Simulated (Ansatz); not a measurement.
# Phonons of CdS (Greenockite, P6_3mc) against volume

Wanted: Grüneisen parameters and pressure coefficients of the modes of CdS (Greenockite, P6_3mc).

Method: DFT PBE, scalar-relativistic, plane waves, PAW; PAW set soft_1, in Ansatz 0.2.0.

The database entry behind the starting cell differs from later determinations by our own check (about 0.35 % long), so it need not match the best structure at ambient conditions.

### 1. Set-up

It takes space group P6_3mc (No. 186, hexagonal). The conventional cell has a = 4.150 Å, b = 4.150 Å, c = 6.737 Å, α = 90.00°, β = 90.00°, γ = 120.00°. S has 4 Cd at 2.53 to 2.54 Å nearest. Nearest to Cd lie 4 S at 2.53 to 2.54 Å. Farther neighbours and most contacts between anions are not listed.

### 2. Bringing the structure to rest

Harmonic phonons are second derivatives at a point where the forces vanish, and they are wanted at zero stress, so atoms and cell are relaxed first.

input.yaml

```yaml
crystal:
  lattice:
    - [4.15, 0.0, 0.0]
    - [-2.075, 3.5940054257, 0.0]
    - [0.0, 0.0, 6.737]
  atoms:
    - { symbol: S, position: [0.33333333, 0.66666667, 0.375] }
    - { symbol: S, position: [0.66666667, 0.33333333, 0.875] }
    - { symbol: Cd, position: [0.33333333, 0.66666667, 0.0] }
    - { symbol: Cd, position: [0.66666667, 0.33333333, 0.5] }
kpoints:
  mp_grid: { grid: [9, 9, 4] }
hamiltonian:
  xc: pbe
  pseudopotentials: { kind: paw, azcp: { folder: soft_1 } }
scf:
  occupations: { method: gaussian, width: 0.02 }
output:
  forces: true
  stress: true
  eigenvalues: true
  write_density: true
  write_potential: true
  elf: true
  volumetric_format: npy
relax:
  adjacent_minimum: "off"
  f_tol: 0.005
  max_steps: 80
  cell: { stress_tol: 0.05 }
```

On the command line:

```sh
> ansatz run input.yaml --threads 4 --pin off --max-ram 16384MiB --backend cpu --events-out ev --progress --plain --runs-dir out
```

Numbers of over 12 decimals in the logs are rounded to 6 here.

Log:

```text
Engine: ansatz 0.2.0, x86_64-unknown-linux-gnu
Pseudopotentials: kind: paw
Pseudopotential: S, paw, valence charge 6, recommended cutoff 420 eV (normal), soft_1/S.paw.azcp
Pseudopotential: Cd, paw, valence charge 20, recommended cutoff 420 eV (normal), soft_1/Cd.paw.azcp
Functional definition: PBE
  parameter kappa = 0.804
  parameter beta = 0.066725
  exchange = pbe_x(kappa = kappa, mu = beta*pi^2/3)
  correlation = pbe_c(beta = beta)
Crystal: 4 atoms, lattice volume = 100.483 Å³
Basis set: ecut = 420 eV, 1973 PW (Γ), exchange–correlation on 60×60×96 points (8 copies of the dense FFT grid, shifted against one another)
Bands: 32, of which v1, the nominal top of the filled ones, is band 26 counted from 1 (25 counted from 0)
Symmetry: 12 space group operations
Space group: P63mc (ITA 186), of the structure as read, at distance tolerance 4.6e-5 Å
k-points: 36 of 324 (time reversal used)
Non-local potential: S, projectors of the file, l = 0: 2, l = 1: 2, l = 2: 1
Non-local potential: Cd, projectors of the file, l = 0: 3, l = 1: 2, l = 2: 2, l = 3: 1
PAW form: soft (Blöchl's): semilocal exchange-correlation on the pseudo side does not see the compensation charge
PAW one-centre angular grid: S, 110 points (default); XC on 64 Gauss nodes
PAW one-centre angular grid: Cd, 590 points (default); XC on 64 Gauss nodes
Initial density: superposition of atomic densities (chi_scale 0.1, normalization cell, long waves kept (reshape's long-wave potential 0.00 eV rms))
Initial wavefunctions: pseudopotential atomic-orbital guess
Functional: x = pbe(κ = 0.804, μ = 0.219515), c = pbe(β = 0.066725)
SCF iter   1: F=—  HF=-18315.931333 eV  |F-HF|=—  |Δ(HF+E_count)|=         —  Δρ=2.85e-2  dr2=7.11e-1  ethr=3.10e-3  ⟨swp⟩=7.4  Hψ=5201  notcnv=0
preconditioner: auto → Resta (q_TF=auto, 2.445 Å⁻¹)  ε∞=4.5  [insulator: Δε(μ)=1.406 eV  Ē_g=11.850 eV  σ=0.020 eV  W_gap=1.00  n_scr=22 (ndim 8)  ℏωp=22.2 eV  f_vac=0.075  D(μ)=0.00/eV (n_scr^D=0)  ε∞_Penn≈4.5]
SCF iter   2: F=—  HF=-18315.784542 eV  |F-HF|=—  |Δ(HF+E_count)|=   1.47e-1  Δρ=1.37e-2  dr2=1.64e-1  ethr=1.37e-3  ⟨swp⟩=3.0  Hψ=2190  notcnv=0  defer=62
SCF iter   3: F=—  HF=-18315.776053 eV  |F-HF|=—  |Δ(HF+E_count)|=   8.49e-3  Δρ=4.63e-3  dr2=2.03e-2  ethr=3.15e-4  ⟨swp⟩=2.0  Hψ=1428  notcnv=0  defer=62
SCF iter   4: F=—  HF=-18315.778964 eV  |F-HF|=—  |Δ(HF+E_count)|=   2.91e-3  Δρ=1.02e-3  dr2=1.45e-3  ethr=3.90e-5  ⟨swp⟩=2.1  Hψ=1778  notcnv=0  defer=62
SCF iter   5: F=—  HF=-18315.780532 eV  |F-HF|=—  |Δ(HF+E_count)|=   1.57e-3  Δρ=4.17e-4  dr2=2.30e-4  ethr=2.79e-6  ⟨swp⟩=2.4  Hψ=1845  notcnv=0  defer=62
SCF iter   6: F=—  HF=-18315.781051 eV  |F-HF|=—  |Δ(HF+E_count)|=   5.20e-4  Δρ=7.60e-5  dr2=6.15e-6  ethr=4.42e-7  ⟨swp⟩=2.0  Hψ=1879  notcnv=0  defer=62
SCF iter   7: F=—  HF=-18315.781141 eV  |F-HF|=—  |Δ(HF+E_count)|=   8.99e-5  Δρ=1.45e-5  dr2=2.89e-7  ethr=1.18e-8  ⟨swp⟩=2.0  Hψ=1796  notcnv=0  defer=62
SCF iter   8: F=-18315.781142 eV  HF=-18315.781142 eV  |F-HF|=4.34e-8  |Δ(HF+E_count)|=   9.68e-7  Δρ=3.95e-6  dr2=2.11e-8  ethr=1.92e-10  ⟨swp⟩=16.4  Hψ=9283  notcnv=0
SCF 1 converged in 8 iterations: F = -18315.781142 eV  dr2 = 2.11e-8
  greatest PAW one-centre occupation: 1.000 electrons in one spin orbital (limit 2), on the Cd atom at site 3 (counted from 0), in its partial waves of l = 0
relax step   1: F+E_penalty+E_count = -18315.78114200 eV  Δ(F+E_penalty+E_count) = +0.000e0 eV  max|allowed force component| = 6.822e-2 eV/Å  Δτ_max = 0.0000 Å  P = +2.089 GPa  Ω = 100.483 Å³  (8 SCF iters, dr2 threshold 1.00e-7 eV, accepted)
Crystal: 4 atoms, lattice volume = 104.205 Å³
Basis set: ecut = 420 eV, 1985 PW (Γ), exchange–correlation on 60×60×96 points (8 copies of the dense FFT grid, shifted against one another)
Initial density: handed on by an earlier stage of this run
Initial wavefunctions: those handed on with the density
iter 1 solved again at ethr=2.79e-6 eV; its pass at ethr=3.10e-3 eV (dr2=1.45e-3 eV) is discarded
SCF iter   1: F=—  HF=-18315.804782 eV  |F-HF|=—  |Δ(HF+E_count)|=         —  Δρ=1.05e-3  dr2=1.53e-3  ethr=2.79e-6  ⟨swp⟩=2.4  Hψ=6751  notcnv=0
preconditioner: auto → Resta (q_TF=auto, 2.430 Å⁻¹)  ε∞=4.6  [insulator: Δε(μ)=1.101 eV  Ē_g=11.476 eV  σ=0.020 eV  W_gap=1.00  n_scr=22 (ndim 8)  ℏωp=21.8 eV  f_vac=0.146  D(μ)=0.00/eV (n_scr^D=0)  ε∞_Penn≈4.6]
SCF iter   2: F=—  HF=-18315.804495 eV  |F-HF|=—  |Δ(HF+E_count)|=   2.87e-4  Δρ=5.24e-4  dr2=4.31e-4  ethr=2.79e-6  ⟨swp⟩=2.0  Hψ=1277  notcnv=0
SCF iter   3: F=—  HF=-18315.804500 eV  |F-HF|=—  |Δ(HF+E_count)|=   5.22e-6  Δρ=1.50e-4  dr2=3.91e-5  ethr=8.28e-7  ⟨swp⟩=2.0  Hψ=1606  notcnv=0
SCF iter   4: F=—  HF=-18315.804563 eV  |F-HF|=—  |Δ(HF+E_count)|=   6.30e-5  Δρ=5.84e-5  dr2=4.73e-6  ethr=7.52e-8  ⟨swp⟩=2.6  Hψ=1929  notcnv=0
SCF iter   5: F=—  HF=-18315.804569 eV  |F-HF|=—  |Δ(HF+E_count)|=   5.51e-6  Δρ=2.41e-5  dr2=5.52e-7  ethr=9.10e-9  ⟨swp⟩=2.2  Hψ=1836  notcnv=0
SCF iter   6: F=-18315.804570 eV  HF=-18315.804570 eV  |F-HF|=1.28e-7  |Δ(HF+E_count)|=   1.19e-6  Δρ=5.73e-6  dr2=4.11e-8  ethr=7.69e-10  ⟨swp⟩=12.1  Hψ=8968  notcnv=0
SCF 2 converged in 6 iterations: F = -18315.804570 eV  dr2 = 4.11e-8
relax step   2: F+E_penalty+E_count = -18315.80457032 eV  Δ(F+E_penalty+E_count) = -2.343e-2 eV  max|allowed force component| = 2.758e-2 eV/Å  Δτ_max = 0.0015 Å  P = -0.015 GPa  Ω = 104.205 Å³  energy of the carried Pulay correction = -6.322e-4 eV  (6 SCF iters, dr2 threshold 4.00e-7 eV, accepted)
Crystal: 4 atoms, lattice volume = 104.187 Å³
iter 1 solved again at ethr=2.27e-8 eV; its pass at ethr=3.10e-3 eV (dr2=1.18e-5 eV) is discarded
SCF iter   1: F=—  HF=-18315.804674 eV  |F-HF|=—  |Δ(HF+E_count)|=         —  Δρ=1.59e-4  dr2=1.32e-5  ethr=2.27e-8  ⟨swp⟩=2.9  Hψ=5779  notcnv=0
preconditioner: auto → Resta (q_TF=auto, 2.430 Å⁻¹)  ε∞=4.6  [insulator: Δε(μ)=1.108 eV  Ē_g=11.474 eV  σ=0.020 eV  W_gap=1.00  n_scr=22 (ndim 8)  ℏωp=21.8 eV  f_vac=0.140  D(μ)=0.00/eV (n_scr^D=0)  ε∞_Penn≈4.6]
SCF iter   2: F=—  HF=-18315.804721 eV  |F-HF|=—  |Δ(HF+E_count)|=   4.72e-5  Δρ=8.38e-5  dr2=3.63e-6  ethr=2.27e-8  ⟨swp⟩=2.2  Hψ=1671  notcnv=0
SCF iter   3: F=—  HF=-18315.804721 eV  |F-HF|=—  |Δ(HF+E_count)|=   2.51e-8  Δρ=1.12e-5  dr2=1.81e-7  ethr=6.99e-9  ⟨swp⟩=2.6  Hψ=1771  notcnv=0
SCF iter   4: F=-18315.804721 eV  HF=-18315.804721 eV  |F-HF|=9.26e-9  |Δ(HF+E_count)|=   8.02e-8  Δρ=3.30e-6  dr2=1.27e-8  ethr=9.14e-11  ⟨swp⟩=9.4  Hψ=7164  notcnv=0
SCF 3 converged in 4 iterations: F = -18315.804721 eV  dr2 = 1.27e-8
relax step   3: F+E_penalty+E_count = -18315.80472141 eV  Δ(F+E_penalty+E_count) = -1.511e-4 eV  max|allowed force component| = 1.304e-2 eV/Å  Δτ_max = 0.0020 Å  P = -0.005 GPa  Ω = 104.187 Å³  energy of the carried Pulay correction = -6.292e-4 eV  (4 SCF iters, dr2 threshold 4.75e-8 eV, accepted)
[...]
relax step   4: F+E_penalty+E_count = -18315.80476700 eV  Δ(F+E_penalty+E_count) = -4.559e-5 eV  max|allowed force component| = 2.229e-4 eV/Å  Δτ_max = 0.0019 Å  P = +0.000 GPa  Ω = 104.177 Å³  energy of the carried Pulay correction = -6.275e-4 eV  (5 SCF iters, dr2 threshold 1.06e-8 eV, accepted)
Initial wavefunctions: pseudopotential atomic-orbital guess (no wavefunctions were taken with the density)
iter 1 solved again at ethr=5.28e-7 eV; its pass at ethr=3.10e-3 eV (dr2=2.75e-4 eV) is discarded
SCF iter   1: F=—  HF=-18315.804797 eV  |F-HF|=—  |Δ(HF+E_count)|=         —  Δρ=1.25e-4  dr2=8.21e-7  ethr=5.28e-7  ⟨swp⟩=4.1  Hψ=8584  notcnv=0
preconditioner: auto → Resta (q_TF=auto, 2.430 Å⁻¹)  ε∞=4.6  [insulator: Δε(μ)=1.111 eV  Ē_g=11.474 eV  σ=0.020 eV  W_gap=1.00  n_scr=22 (ndim 8)  ℏωp=21.8 eV  f_vac=0.140  D(μ)=0.00/eV (n_scr^D=0)  ε∞_Penn≈4.6]
SCF iter   2: F=—  HF=-18315.805244 eV  |F-HF|=—  |Δ(HF+E_count)|=   4.48e-4  Δρ=6.21e-5  dr2=2.25e-7  ethr=1.58e-9  ⟨swp⟩=2.2  Hψ=2058  notcnv=0
SCF iter   3: F=—  HF=-18315.805375 eV  |F-HF|=—  |Δ(HF+E_count)|=   1.30e-4  Δρ=1.37e-5  dr2=1.26e-8  ethr=4.32e-10  ⟨swp⟩=2.4  Hψ=1752  notcnv=0
SCF iter   4: F=—  HF=-18315.805380 eV  |F-HF|=—  |Δ(HF+E_count)|=   5.94e-6  Δρ=6.62e-7  dr2=1.53e-10  ethr=2.43e-11  ⟨swp⟩=2.0  Hψ=1784  notcnv=0
SCF iter   5: F=-18315.805380 eV  HF=-18315.805380 eV  |F-HF|=5.09e-11  |Δ(HF+E_count)|=   5.29e-9  Δρ=1.09e-7  dr2=1.35e-11  ethr=1.00e-12  ⟨swp⟩=7.7  Hψ=5717  notcnv=0
SCF 5 converged in 5 iterations: F = -18315.805380 eV  dr2 = 1.35e-11
relax step   5: F+E_penalty+E_count = -18315.80538046 eV  Δ(F+E_penalty+E_count) = -6.135e-4 eV  max|allowed force component| = 2.154e-4 eV/Å  Δτ_max = 0.0000 Å  P = -0.002 GPa  Ω = 104.177 Å³  stress off target by 1.90e-3 GPa  SCF on the basis re-selected at this cell (its energy is not comparable with the rows above)  (5 SCF iters)
basis re-selected at this cell: Δ(F+E_penalty+E_count) = -6.135e-4 eV, ΔP = -0.002 GPa vs the last step (what re-selecting the basis moved, of the pressure what is left beyond the Pulay correction that the steps carried, after the strain that the cell walked since its last selection, with what the two solves' SCF thresholds leave and, on support functions, any second-order correction that the steps lacked; it is no m [...]
SCF converged after 5 iterations
Free energy (F): -18315.805380 eV
Harris-Foulkes:  -18315.805380 eV  (|F-HF|=5.09e-11)
Internal energy: -18315.805380 eV  (E = F + TS)
E sigma→0 (E₀):  -18315.805380 eV
Fermi energy:    6.795494 eV
--- Per-component energies (eV) ---
  E_band       = -1041.762786
  E_kinetic    = 1090.446686
  E_local      = -8231.881464  (includes V_loc(G=0)·N_el)
  E_nonlocal   = 309.251055
  E_hartree    = 3740.247888
  E_xc         = -490.402952
  E_vxc        = -556.757536  (∫ρ·V_xc dr)
  E_paw        = -9415.407004  (= ΣΔE_a)
  E_vpaw       = -1133.318276  (= ΣTr[D̂ρ^β])
  E_aug_tail   = 0.000705  (compensation charges beyond the density's cutoff)
  E_ewald      = -5318.060295
  E_smearing   = -0.000000  (= −TS)
  E_closure    = -0.000000  (closes the sum)
  Σ components = -18315.805380   (vs F -18315.805380, Δ=0.00e0)
--- Forces (eV/Å), atoms counted from 1 ---
  atom   1  S      0.00000000     0.00000000     0.00021559
  atom   2  S      0.00000000    -0.00000000     0.00021559
  atom   3  Cd     0.00000000     0.00000000    -0.00021514
  atom   4  Cd    -0.00000000    -0.00000000    -0.00021514
  max |Σ_I F_I| component: 9.04e-7 eV/Å
--- Stress (GPa, compression-positive) ---
       -0.001903       0.000000       0.000000
        0.000000      -0.001903       0.000000
        0.000000       0.000000      -0.001237
  P = ⅓ Tr σ = -0.0017 GPa (-0.017 kbar)
--- Band table (eV; the first three rows and the last of 36) ---
  k-point 0: bands = [... 22 lower, 5.5475, 6.2017, 6.2400, 6.2400, 7.3507, 8.9747, 12.7105, 12.7105, ... 2 higher]
  k-point 1: bands = [... 22 lower, 5.6434, 5.6434, 6.1327, 6.1327, 8.2275, 9.0412, 12.5208, 12.7794, ... 2 higher]
  k-point 2: bands = [... 22 lower, 5.8823, 5.8823, 5.8823, 5.8823, 8.9937, 8.9937, 12.3541, 12.3541, ... 2 higher]
  k-point 35: bands = [... 22 lower, 4.0024, 4.0024, 5.2145, 5.2145, 10.5425, 10.5425, 12.3419, 12.3419, ... 2 higher]
--- Relaxed structure (4 steps of the walk, 4 accepted, 1 SCFs on fresh bases) ---
  F+E_penalty+E_count = -18315.80538046 eV   max|allowed force component| = 2.154e-4 eV/Å   (the final SCF, on the basis selected at the relaxed cell)
  cell:  # Å, volume = 104.1769 Å³
    - [4.196923, 0.0, 1.5303591395729826e-17]
    - [-2.098462, 3.634642, -7.651795697864914e-18]
    - [2.4843444634484236e-17, 0, 6.829337]
  atoms:
    - { symbol: S, position: [0.333333, 0.666667, 0.375794] }
    - { symbol: S, position: [0.666667, 0.333333, 0.875794] }
    - { symbol: Cd, position: [0.333333, 0.666667, -0.00079411] }
    - { symbol: Cd, position: [0.666667, 0.333333, 0.499206] }
```

Elapsed: 17 s, on 4 threads of Intel Xeon Platinum 8259CL at 2.50GHz (Skylake/Cascade Lake), shared host; peak memory 0.51 GiB.

Step by step:

| step | energy less that of the first step (eV) | largest force component (eV/Å) | pressure (GPa) | volume (Å³) |
| --- | --- | --- | --- | --- |
| 1 | 0.0000 | 0.0682 | 2.09 | 100.48 |
| 2 | -0.0234 | 0.0276 | -0.02 | 104.20 |
| 3 | -0.0236 | 0.0130 | -0.01 | 104.19 |
| 4 | -0.0236 | 0.0002 | 0.00 | 104.18 |
| 5* | -0.0242 | 0.0002 | 0.00 | 104.18 |

Relaxation steps marked * repeat the geometry before them on a plane-wave basis chosen anew for their cell, so energy and pressure can jump there.

The run keeps the 12 symmetry operations that it works with, so distortions that break them were not tested.

| conventional cell, symmetrised | before | after | change |
| --- | --- | --- | --- |
| a (Å) | 4.150 | 4.197 | +1.1 % |
| b (Å) | 4.150 | 4.197 | +1.1 % |
| c (Å) | 6.737 | 6.829 | +1.4 % |
| volume (Å³/atom) | 25.12 | 26.04 | +3.7 % |

Final coordinates:

```xyz
4
Lattice="4.1969 0.0000 0.0000 -2.0985 3.6346 0.0000 0.0000 0.0000 6.8293" Properties=species:S:1:pos:R:3 pbc="T T T"
S     0.0000    2.4231    2.5664
S     2.0985    1.2115    5.9811
Cd    0.0000    2.4231   -0.0054
Cd    2.0985    1.2115    3.4092
```

Numbers from this step:

* pressure: -0.001681 GPa
* gap on the k-mesh: 1.111 eV
* volume per atom: 26.04 Å³

Valence density in the ac plane at fractional y = 0.333, with atoms of S and Cd within 0.2 Å of it. It is the smooth field of the valence electrons, not physical close to the nuclei.

Ten steps, logarithmic in the rise over the least value, from '0' (0 e/Å³) to '9' (24 e/Å³), each cell a mean:
```
11111122333321
10001123323321
10000123312331
00000123333321
00000012333321
00000011222210
00000001121100
00000001222110
00000013565410
00000025788631
00000136999741
11111135898731
11111124676521
11111112343211
01110000111100
00000000000000
00000000000000
00000000000000
00000000000000
00000000000000
00000001111100
01110111222211
```
Columns run along a (4.2 Å), rows up along c (6.8 Å). Atoms in or near the plane, at fractional coordinates: S at (0.67, 0.88), Cd at (0.67, 0.50).

Electrostatic potential energy in the ac plane at fractional y = 0.333, with atoms of S and Cd within 0.2 Å of it. With pseudopotentials it is smooth inside the atoms' cores, unlike the true potential.

Ten even steps from '_' (-31 eV) to '@' (11 eV), each cell a mean:
```
@@%%%%%%@@@@%%**..__..==%%@@
@@@@@@@@@@@@##--______..**%%
@@@@@@@@@@@@##..__::____++%%
@@@@@@@@@@@@##--______..##@@
@@@@@@@@@@@@%%**::..::++%%@@
@@@@@@@@@@@@@@%%######%%@@@@
@@@@@@@@@@@@@@@@%%%%%%@@@@@@
@@@@@@@@@@@@@@%%******##%%@@
@@@@@@@@@@@@##++------==##%%
@@@@@@@@@@%%**--::..::--++%%
@@@@@@@@@@%%++--..__..::==##
@@@@@@@@@@%%++--..__..::++%%
@@@@@@@@@@@@##==--::::--**%%
@@@@@@@@@@@@%%##++==++**%%@@
@@@@@@@@@@@@@@@@%%%%%%%%@@@@
@@@@@@@@@@@@@@@@@@@@@@@@@@@@
@@@@@@@@@@@@@@@@@@@@@@@@@@@@
@@@@@@@@@@@@@@@@@@@@@@@@@@@@
@@@@@@@@@@@@@@@@@@@@@@@@@@@@
@@@@@@@@@@@@@@@@@@@@@@@@@@@@
@@%%%%%%@@@@@@@@@@@@@@@@@@@@
@@%%%%%%@@@@@@%%##**##%%@@@@
```
Columns run along a (4.2 Å; values clipped at the 3rd and 97th percentile), rows up along c (6.8 Å). Atoms in or near the plane, at fractional coordinates: S at (0.67, 0.88), Cd at (0.67, 0.50).

ELF in the ac plane at fractional y = 0.333, with atoms of S and Cd within 0.2 Å of it. It is the smooth field of the valence electrons, not physical close to the nuclei.

Ten even steps from '_' (0.01) to '@' (0.94), each cell a mean:
```
::........==%%@@%%**##%%%%++
--......::++%%%%==..--##%%##
--......--**%%%%::__..**%%##
--..____--**%%%%++::==##%%##
--..____::++##%%%%%%%%%%%%**
..______..--++##%%%%%%##**==
__________..::--======----::
____________................
__________....::------::::..
....::......::--++##**==::..
::--==--::..::==##@@%%++::..
::++**++--..::--**@@##==::..
==**##**++::..::==++==--::..
++**####++--....::----::..::
++******++--......::......::
==++++++==::..____....__..::
::------::..______________..
__........__________________
__......____________________
..........__..::------::..__
............--++**##****==::
..........::++##%%%%%%%%**--
```
Columns run along a (4.2 Å), rows up along c (6.8 Å). Atoms in or near the plane, at fractional coordinates: S at (0.67, 0.88), Cd at (0.67, 0.50).

In this step the volume went from 25.12 to 26.04 Å³/atom.

### 3. Tight relaxation

A first tight relaxation and response on 9×9×4 k points, not shown, drew a warning on the mesh, so the tight relaxation is repeated on 15×15×8 points.

input.yaml

```yaml
crystal:
  lattice:
    - [4.196923235, 0.0, 0.0]
    - [-2.0984616175, 3.6346421392, 0.0]
    - [0.0, 0.0, 6.8293370864]
  atoms:
    - { symbol: S, position: [0.3333333333, 0.6666666667, 0.3757941102] }
    - { symbol: S, position: [0.6666666667, 0.3333333333, 0.8757941102] }
    - { symbol: Cd, position: [0.3333333333, 0.6666666667, -0.0007941102] }
    - { symbol: Cd, position: [0.6666666667, 0.3333333333, 0.4992058898] }
kpoints:
  mp_grid: { grid: [15, 15, 8] }
hamiltonian:
  xc: pbe
  pseudopotentials: { kind: paw, azcp: { folder: soft_1 } }
scf:
  occupations: { method: fixed }
output:
  forces: true
  stress: true
  eigenvalues: true
relax:
  adjacent_minimum: "off"
  f_tol: 0.001
  max_steps: 60
  cell: { stress_tol: 0.01 }
```

Log:

```text
[...]
Crystal: 4 atoms, lattice volume = 104.177 Å³
Basis set: ecut = 420 eV, 1985 PW (Γ), exchange–correlation on 60×60×96 points (8 copies of the dense FFT grid, shifted against one another)
Bands: 32, of which v1, the nominal top of the filled ones, is band 26 counted from 1 (25 counted from 0)
Symmetry: 12 space group operations
[...]
--- Relaxed structure (1 steps of the walk, 1 accepted, 1 SCFs on fresh bases) ---
[...]
cell:  # Å, volume = 104.1769 Å³
    - [4.196923, 0.0, 0.0]
    - [-2.098462, 3.634642, 0.0]
    - [0.0, 0.0, 6.8293370864]
  atoms:
    - { symbol: S, position: [0.333333, 0.666667, 0.375794] }
    - { symbol: S, position: [0.666667, 0.333333, 0.8757941102] }
    - { symbol: Cd, position: [0.333333, 0.666667, -0.00079411] }
    - { symbol: Cd, position: [0.666667, 0.333333, 0.499206] }
[key lines of the parts left out:]
SCF converged after 7 iterations
Free energy (F): -18315.805700 eV
Fermi energy:    6.239829 eV
P = ⅓ Tr σ = -0.0008 GPa (-0.008 kbar)
```

Elapsed: 21 s, on 4 threads; peak memory 0.69 GiB.

Little changed from the start: no atom moved by 0.005 Å and no cell edge by 0.1 %.

Numbers from this step:

* pressure: -7.59e-4 GPa

The largest force component left is 0.21 meV/Å and the pressure is -0.001 GPa, within the tolerances set. The cell now holds 26.04 Å³/atom.

(Continued in part 2 of 3.)

[Logs are printed without paths, hosts, clocks, repeated set-up lines and the standing remarks that a program may print on its own settings, such as how far it seeks lower states.]

[Hosts, paths, dates, database ids (printed as entryN), source tags and the programs' standing remarks are cut or masked in the printed files.]
